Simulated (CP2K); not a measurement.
Two runs for the C K edge of 4-methylthiopyridine. Run A: CP2K XAS_TDP, all-electron GAPW, PBEh(45%), aug-cc-pVDZ, TDA, no relativity. Run B differs in one setting.

First lines with a strength over 0.0015. A:

```
                     atom  energy (eV)  states  strength, one atom
 C1 (bonded to S and 3 H)       283.94       1              0.0358
                                284.77       1              0.0145
                                285.32       1              0.0172
                                285.38       1              0.0249
                                285.82       1              0.0072
 C3 (bonded to 2 C and S)       282.07       1              0.0585
                                285.10       1              0.0349
                                285.98       1              0.0017
                                286.44       1              0.0023
                                286.90       1              0.0017
 C4 (bonded to 2 C and H)       281.50       1              0.0484
                                284.41       1              0.0134
                                285.86       1              0.0032
                                285.93       1              0.0017
                                286.53       1              0.0046
C5 (bonded to C, N and H)       281.74       1              0.0572
                                285.26       1              0.0114
                                286.41       1              0.0022
                                286.71       1              0.0022
                                287.23       1              0.0020
```

B:

```
                     atom  energy (eV)  states  strength, one atom
 C1 (bonded to S and 3 H)       289.88       1              0.0351
                                290.72       1              0.0142
                                291.27       1              0.0168
                                291.33       1              0.0244
                                291.76       1              0.0071
 C3 (bonded to 2 C and S)       287.22       1              0.0575
                                290.25       1              0.0343
                                291.13       1              0.0017
                                291.59       1              0.0023
                                292.05       1              0.0017
 C4 (bonded to 2 C and H)       287.12       1              0.0474
                                290.02       1              0.0131
                                291.48       1              0.0031
                                291.54       1              0.0016
                                292.14       1              0.0045
C5 (bonded to C, N and H)       287.50       1              0.0561
                                291.01       1              0.0112
                                292.16       1              0.0021
                                292.46       1              0.0021
                                292.98       1              0.0020
```

**Question.** Which was it: GW2X switched on, scalar relativity switched on, the basis, the functional?

GW2X switched on. GW2X shifts an atom's lines together and keeps their spacings. Against PBEh(45%) in aug-cc-pVDZ, the leading lines move by +5.94 eV (C1, to 289.88), +5.15 eV (C3, to 287.22), +5.62 eV (C4, to 287.12) and +5.76 eV (C5, to 287.50).

[Banner, clock and machine lines of the logs are left out without a mark of their own.]

[Logs are printed without paths, hosts, clocks, repeated set-up lines and the standing remarks that a program may print on its own settings, such as how far it seeks lower states.]

[Hosts, paths, dates, database ids (printed as entryN), source tags and the programs' standing remarks are cut or masked in the printed files.]
